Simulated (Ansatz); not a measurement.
# Meshes and cutoff for the phonons of NaCl (Fm-3m), part 4 of 4

Wanted: convergence of the phonons of NaCl (Fm-3m) against cost.

Ansatz 0.2.0; DFT PBEsol, scalar-relativistic, plane waves, PAW.

So far. Step 11 (Another k mesh, q mesh 2×2×2): The highest optical mode at the zone centre (no LO-TO term) is 166.4 cm⁻¹, +0.0 cm⁻¹ against the base run. Step 12 (Another k mesh, k-mesh 12×12×12, q mesh 2×2×2): The highest optical mode at the zone centre (no LO-TO term) is 166.4 cm⁻¹, +0.0 cm⁻¹ against the base run. The relaxed cell has a = 5.602 Å (conventional setting).

The database entry behind the starting cell differs from later determinations by our own check (an axis about 0.4 % short against later determinations), so it need not match the best structure at ambient conditions.

## Step 16: Another cutoff, cutoff 290 eV, q mesh 2×2×2

The cutoff is set to 290 eV on a small fixed q mesh.

input.yaml

```yaml
crystal:
  lattice:
    - [0.0, 2.8009522132, 2.8009522132]
    - [2.8009522132, 0.0, 2.8009522132]
    - [2.8009522132, 2.8009522132, 0.0]
  atoms:
    - { symbol: Na, position: [0.0, 0.0, 0.0] }
    - { symbol: Cl, position: [0.5, 0.5, 0.5] }
kpoints:
  mp_grid: { grid: [8, 8, 8] }
hamiltonian:
  xc: pbesol
scf:
  occupations: { method: fixed }
output:
  eigenvalues: true
phonons:
  method: dfpt
  qmesh: [2, 2, 2]
  temperatures: { t_max: 1000, t_step: 50 }
  qpath:
    path:
      - [[0.0, 0.0, 0.0], [0.5, 0.0, 0.5], [0.625, 0.25, 0.625]]
      - [[0.375, 0.375, 0.75], [0.0, 0.0, 0.0], [0.5, 0.5, 0.5], [0.5, 0.25, 0.75], [0.5, 0.0, 0.5]]
    npoints: 10
basis:
  ecutwfc: 290
```

Command:

```sh
> ansatz run input.yaml --threads 4 --pin off --max-ram 7168MiB --backend cpu --events-out ev --progress --plain --runs-dir out
```

Numbers of over 12 decimals in the logs are rounded to 6 here.

The log of the run:

```text
[...]
Crystal: 2 atoms, lattice volume = 43.949 Å³
Basis set: ecut = 290 eV, 531 PW (Γ), exchange–correlation on 48×48×48 points (8 copies of the dense FFT grid, shifted against one another)
Bands: 12, of which v1, the nominal top of the filled ones, is band 8 counted from 1 (7 counted from 0)
Symmetry: 48 space group operations
k-points: 29 of 512
[...]
SCF iter   1: F=—  HF=-2540.203491 eV  |F-HF|=—  |Δ(HF+E_count)|=         —  Δρ=5.22e-3  dr2=5.97e-3  ethr=1.77e-3  ⟨swp⟩=4.8  Hψ=1747  notcnv=0  defer=35
[...]
SCF iter   9: F=-2540.199179 eV  HF=-2540.199179 eV  |F-HF|=4.55e-13  |Δ(HF+E_count)|=  9.09e-12  Δρ=8.73e-9  dr2=5.00e-14  ethr=1.00e-12  ⟨swp⟩=6.0  Hψ=1663  notcnv=0
SCF 1 converged in 9 iterations: F = -2540.199179 eV  dr2 = 5.00e-14
[...]
k-points: 59 of 512 (irreducible under 8 space group operations, time reversal used)
[...]
SCF iter   4: F=-2540.199179 eV  HF=-2540.199179 eV  |F-HF|=7.05e-11  |Δ(HF+E_count)|=  1.22e-10  Δρ=5.36e-7  dr2=9.05e-11  ethr=1.00e-12  ⟨swp⟩=3.0  Hψ=3095  notcnv=0
SCF 2 converged in 4 iterations: F = -2540.199179 eV  dr2 = 9.05e-11
[...]
SCF converged after 9 iterations
Free energy (F): -2540.199179 eV
[...]
Internal energy: -2540.199179 eV  (E = F + TS)
E sigma→0 (E₀):  -2540.199179 eV
Fermi energy:    1.202001 eV
[...]
--- Band table (eV; the first three rows and the last of 29) ---
  k-point 0: bands = [... 4 lower, -11.4843, 1.2020, 1.2020, 1.2020, 6.2126, 12.1190, 12.1190, 12.1190]
  k-point 1: bands = [... 4 lower, -11.4338, 0.8102, 1.1590, 1.1590, 6.7249, 11.5832, 12.3176, 12.3176]
  k-point 2: bands = [... 4 lower, -11.3082, 0.0428, 1.0587, 1.0587, 7.6999, 11.0620, 12.4279, 12.4279]
  k-point 28: bands = [... 4 lower, -11.0518, -0.0561, -0.0561, 0.4076, 10.0013, 10.7465, 10.7465, 12.4788]
[...]
ASR residual: 1.631e-4 → 0.000e0 eV/Å²; symmetrization residual: 2.353e-7 eV/Å²
  ASR residual per site (eV/Å²): 1.63e-4 6.06e-5
  Γ frequencies (cm⁻¹): 0.00 0.00 0.00 165.72 165.72 165.72
[...]
ε∞ (high-frequency dielectric tensor):
        2.565672    -0.000000    -0.000000
        0.000000     2.565672    -0.000000
        0.000000     0.000000     2.565672
[...]
Born effective charges Z* (e; rows j = field, columns β = displacement):
    site 0:
         1.09154    0.00000   -0.00000
         0.00000    1.09154    0.00000
         0.00000   -0.00000    1.09154
    site 1:
        -1.09154   -0.00000    0.00000
         0.00000   -1.09154   -0.00000
         0.00000    0.00000   -1.09154
  Z* charge neutrality: 2.125e-5 e pre-enforcement
[...]
optical modes at Γ without the LO–TO term, one row a degenerate level:
      ω (cm⁻¹)  modes    IR ((D/Å)²/amu)
        165.72      3             5.9131
  optical modes at Γ + LO–TO along q̂ = [1.0000, 0.0000, 0.0000]:
      ω (cm⁻¹)  modes    IR ((D/Å)²/amu)
        165.72      2             3.9421
        254.45      1             1.9710
  optical modes at Γ + LO–TO along q̂ = [0.0000, 1.0000, 0.0000]:
      ω (cm⁻¹)  modes    IR ((D/Å)²/amu)
        165.72      2             3.9421
        254.45      1             1.9710
  optical modes at Γ + LO–TO along q̂ = [0.0000, 0.0000, 1.0000]:
      ω (cm⁻¹)  modes    IR ((D/Å)²/amu)
        165.72      2             3.9421
        254.45      1             1.9710
--- Phonons (arbitrary-q DFPT): 3 irreducible q on the 2×2×2 mesh ---
[...]
interpolated dispersion: 63 rows × 6 modes
[...]
```

Wall time 7.1 s (4 threads of Arm Neoverse V1, shared host); peak memory 0.46 GiB.

The run finished; it serves as a test, and its numbers are not taken as the result.

## Step 17: Another cutoff, cutoff 360 eV, q mesh 2×2×2

The cutoff is set to 360 eV on a small fixed q mesh.

Edit input.yaml of step 16 so:

```diff
@@ -26,2 +26,2 @@
 basis:
-  ecutwfc: 290
+  ecutwfc: 360
```

The log of the run:

```text
[...]
Crystal: 2 atoms, lattice volume = 43.949 Å³
Basis set: ecut = 360 eV, 701 PW (Γ), exchange–correlation on 50×50×50 points (8 copies of the dense FFT grid, shifted against one another)
Bands: 12, of which v1, the nominal top of the filled ones, is band 8 counted from 1 (7 counted from 0)
Symmetry: 48 space group operations
k-points: 29 of 512
[...]
optical modes at Γ + LO–TO along q̂ = [0.0000, 1.0000, 0.0000]:
      ω (cm⁻¹)  modes    IR ((D/Å)²/amu)
        166.41      2             3.9433
        254.91      1             1.9717
  optical modes at Γ + LO–TO along q̂ = [0.0000, 0.0000, 1.0000]:
      ω (cm⁻¹)  modes    IR ((D/Å)²/amu)
        166.41      2             3.9433
        254.91      1             1.9717
--- Phonons (arbitrary-q DFPT): 3 irreducible q on the 2×2×2 mesh ---
[...]
interpolated dispersion: 63 rows × 6 modes
[...]
[key lines of the parts left out:]
SCF converged after 8 iterations
Free energy (F): -2540.284893 eV
Fermi energy:    1.203658 eV
```

Wall time 11 s (4 threads); peak memory 0.51 GiB.

Frequencies (cm⁻¹) solved at each irreducible wavevector; negative means imaginary. Frequencies by wavevector, by row:

```
q in reciprocal lattice units  star  mode 1  mode 2  mode 3  mode 4  mode 5  mode 6
                        0 0 0     1       0       0       0   166.4   166.4   166.4
                     0 0 -0.5     4   115.1   115.1   136.6   136.6   171.2   216.3
                  0 -0.5 -0.5     3    81.2    81.2   135.7   174.8   174.8   185.5
```

The highest optical mode at the zone centre (no LO-TO term) is 166.4 cm⁻¹, +0.0 cm⁻¹ against the base run.

## Step 18: Another cutoff, cutoff 550 eV, q mesh 2×2×2

The cutoff is set to 550 eV on a small fixed q mesh.

Edit input.yaml of step 17 so:

```diff
@@ -26,2 +26,2 @@
 basis:
-  ecutwfc: 360
+  ecutwfc: 550
```

The log of the run:

```text
[...]
Crystal: 2 atoms, lattice volume = 43.949 Å³
Basis set: ecut = 550 eV, 1243 PW (Γ), exchange–correlation on 64×64×64 points (8 copies of the dense FFT grid, shifted against one another)
Bands: 12, of which v1, the nominal top of the filled ones, is band 8 counted from 1 (7 counted from 0)
Symmetry: 48 space group operations
k-points: 29 of 512
[...]
optical modes at Γ + LO–TO along q̂ = [0.0000, 1.0000, 0.0000]:
      ω (cm⁻¹)  modes    IR ((D/Å)²/amu)
        166.34      2             3.9445
        254.89      1             1.9722
  optical modes at Γ + LO–TO along q̂ = [0.0000, 0.0000, 1.0000]:
      ω (cm⁻¹)  modes    IR ((D/Å)²/amu)
        166.34      2             3.9445
        254.89      1             1.9722
--- Phonons (arbitrary-q DFPT): 3 irreducible q on the 2×2×2 mesh ---
[...]
interpolated dispersion: 63 rows × 6 modes
[...]
[key lines of the parts left out:]
SCF converged after 9 iterations
Free energy (F): -2540.287112 eV
Fermi energy:    1.203659 eV
```

It took 17 s on 4 threads; peak memory 0.6 GiB.

The highest optical mode at the zone centre (no LO-TO term) is 166.3 cm⁻¹, -0.0 cm⁻¹ against the base run.

## Step 19: Summary of results

```json
{
 "mean frequency, q mesh 2×2×2": "142 cm⁻¹",
 "mean frequency, q mesh 3×3×3": "142 cm⁻¹",
 "mean frequency, q mesh 6×6×6": "142 cm⁻¹",
 "highest optical mode at the zone centre (no LO-TO term), k-mesh 2×2×2": "159 cm⁻¹",
 "highest optical mode at the zone centre (no LO-TO term), k-mesh 4×4×4": "166 cm⁻¹",
 "highest optical mode at the zone centre (no LO-TO term), k-mesh 6×6×6": "166 cm⁻¹",
 "highest optical mode at the zone centre (no LO-TO term), k-mesh 8×8×8": "166 cm⁻¹",
 "highest optical mode at the zone centre (no LO-TO term), k-mesh 12×12×12": "166 cm⁻¹",
 "highest optical mode at the zone centre (no LO-TO term), cutoff 170 eV": "125 cm⁻¹",
 "highest optical mode at the zone centre (no LO-TO term), cutoff 230 eV": "178 cm⁻¹",
 "highest optical mode at the zone centre (no LO-TO term), cutoff 290 eV": "166 cm⁻¹",
 "highest optical mode at the zone centre (no LO-TO term), cutoff 360 eV": "166 cm⁻¹",
 "highest optical mode at the zone centre (no LO-TO term), cutoff 550 eV": "166 cm⁻¹"
}
```

What this shows: Over the whole q mesh series, coarse runs included, the mean frequency runs from 142.2 to 142.3 cm⁻¹; from 2×2×2 on it stays within 0.1 cm⁻¹ of the finest run (6×6×6), against a tolerance of 1.4. The k mesh changes along this series too, so part of the change is its. Over the whole k mesh series, coarse runs included, the lowest mode on the q mesh (acoustic modes at Γ apart) runs from 56.5 to 81.2 cm⁻¹; from 4×4×4 on all solved modes stay within 0.4 cm⁻¹ of the finest run (12×12×12), against a tolerance of 2.2. Over the whole cutoff series, coarse runs included, the lowest mode on the q mesh (acoustic modes at Γ apart) runs from 78.5 to 92.8 cm⁻¹; from 290 eV on all solved modes stay within 0.8 cm⁻¹ of the finest run (550 eV), against a tolerance of 2.2. All runs share the cell relaxed at the base settings, which is not exactly at rest under another k mesh or cutoff. These are harmonic frequencies at zero temperature: anharmonic shifts, linewidths and thermal expansion are left out.

[Logs are printed without paths, hosts, clocks, repeated set-up lines and the standing remarks that a program may print on its own settings, such as how far it seeks lower states.]

[Hosts, paths, dates, database ids (printed as entryN), source tags and the programs' standing remarks are cut or masked in the printed files.]
